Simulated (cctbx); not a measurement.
# Accept or mend?

Cell a = 7.1790 Å, b = 9.4120 Å, c = 12.2600 Å, α = 90.00°, β = 90.06°, γ = 90.00°; space group P2_1 (no. 4).

The data are simulated with cctbx, not measured: Ga Kα, λ = 1.3414 Å, to d = 0.83 Å, 70 % of the full sphere, strongest reflection 40000 counts, noise from counting, a 6 % proportional error and a noise floor of 8 counts (s.d.); no absorption, and some extinction, which the refinements don't model.

An anisotropic refinement with weights 1/σ² prints:

```text
Rint 0.036, 2772 unique reflections to 0.83 A
cycle     R1     wR2    GooF  max shift (A)
   1  0.0752  0.2094   3.300   0.01312
   2  0.0607  0.1638   2.581   0.00001
final R1 0.0607 wR2 0.1638 GooF 2.581  parameters 108  data/parameter 25.7
atom        x        y        z      Ueq    occ   su(xyz)  su(Uiso or U11)
Ba1    0.75619  0.89134  0.40915   0.0171  1.000  0.00014  0.0005
Ba2    0.23735  0.15892  0.05508   0.0239  1.000  0.00019  0.0007
Br1    0.51005  0.04851  0.64158   0.0176  1.000  0.00027  0.0009
Br2    0.31420  0.89279  0.85628   0.0331  1.000  0.00036  0.0013
Br3    0.02799  0.04794  0.66032   0.0154  1.000  0.00025  0.0009
Br4    0.23768  0.85090  0.48271   0.0298  1.000  0.00032  0.0011
Br5    0.81507  0.01422  0.94968   0.0228  1.000  0.00030  0.0010
Br6    0.50912  0.69262  0.66825   0.0233  1.000  0.00028  0.0010
Br7    0.49796  0.32701  0.82969   0.0274  1.000  0.00031  0.0011
Br8    0.04071  0.70068  0.69274   0.0268  1.000  0.00033  0.0011
Br9    0.98321  0.34102  0.82580   0.0228  1.000  0.00029  0.0010
Cu1    0.75238  0.17450  0.76917   0.0237  1.000  0.00046  0.0016
difference map: max 15.21 min -1.54 rms 0.51
Q1    0.2743  0.8630  0.6756    2   16.08  2.25 A from Br2
Q2    0.2420  0.3888  0.5908    2    2.77  0.03 A from Ba1
Q3    0.2388  0.1637  0.0537    2    2.54  0.05 A from Ba2
Q4    0.2671  0.6714  0.2052    2    2.25  0.34 A from Cu1
Q5    0.2839  0.4985  0.6792    2    2.02  1.51 A from Ba1
Q6    0.5050  0.0436  0.6529    2    1.99  0.15 A from Br1
```

**Question.** Can this result stand? If not, what is the likely fault?

Mend it. The fault: an atom left out, Al at (0.2751, 0.8591, 0.6761). Against the right model at the same level, R1 goes from 0.0239 to 0.0607 and GooF from 0.95 to 2.58 and the top difference peak, 16.1 e/Å³, lies 2.25 Å from Br2. Q1 is the missing atom. With scattering power missing, scale and phases suffer, so peaks may also grow on the heavy atoms.

The compound is Ba2AlCuBr9. The right model at the same level gives:

```text
Rint 0.036, 2772 unique reflections to 0.83 A
cycle     R1     wR2    GooF  max shift (A)
   1  0.0467  0.1398   2.206   0.00804
   2  0.0239  0.0602   0.951   0.00009
final R1 0.0239 wR2 0.0602 GooF 0.951  parameters 117  data/parameter 23.7
atom        x        y        z      Ueq    occ   su(xyz)  su(Uiso or U11)
Ba1    0.75651  0.89133  0.40913   0.0185  1.000  0.00005  0.0002
Ba2    0.23752  0.15895  0.05505   0.0251  1.000  0.00007  0.0003
Br1    0.50941  0.04829  0.64186   0.0182  1.000  0.00010  0.0003
Br2    0.31469  0.89240  0.85652   0.0348  1.000  0.00013  0.0005
Br3    0.02843  0.04762  0.66024   0.0166  1.000  0.00009  0.0003
Br4    0.23704  0.85140  0.48251   0.0310  1.000  0.00012  0.0004
Br5    0.81500  0.01424  0.94991   0.0245  1.000  0.00011  0.0004
Br6    0.50885  0.69281  0.66799   0.0239  1.000  0.00010  0.0004
Br7    0.49748  0.32755  0.82973   0.0289  1.000  0.00012  0.0004
Br8    0.04045  0.70084  0.69243   0.0273  1.000  0.00012  0.0004
Br9    0.98305  0.34137  0.82530   0.0241  1.000  0.00011  0.0004
Cu1    0.75272  0.17340  0.76904   0.0250  1.000  0.00017  0.0006
Al1    0.27458  0.86116  0.67641   0.0359  1.000  0.00034  0.0012
Flack x: -0.007(3)
Hooft y: -0.006(5)  Bijvoet pairs: 1182
difference map: max 0.64 min -0.64 rms 0.17
Q1    0.0368  0.1932  0.9531    2    0.68  1.93 A from Ba2
Q2    0.3290  0.4979  0.6461    2    0.65  1.36 A from Ba1
Q3    0.4058  0.6857  0.0794    2    0.63  1.87 A from Br7
Q4    0.0007  0.0163  0.0453    2    0.62  1.77 A from Br5
Q5    0.3527  0.8406  0.0576    2    0.60  1.75 A from Br7
Q6    0.0034  0.0461  0.4477    2    0.60  2.27 A from Br8
```

Isotropic U is held between 0.0001 and 1 Å² by the program, and listed peak heights are interpolated, so they can pass the grid's maximum.

This is a model crystal, built by substitution and not relaxed, with assumed displacement parameters.

[Middle refinement cycles are left out of these outputs.]

[Logs are printed without paths, hosts, clocks, repeated set-up lines and the standing remarks that a program may print on its own settings, such as how far it seeks lower states.]
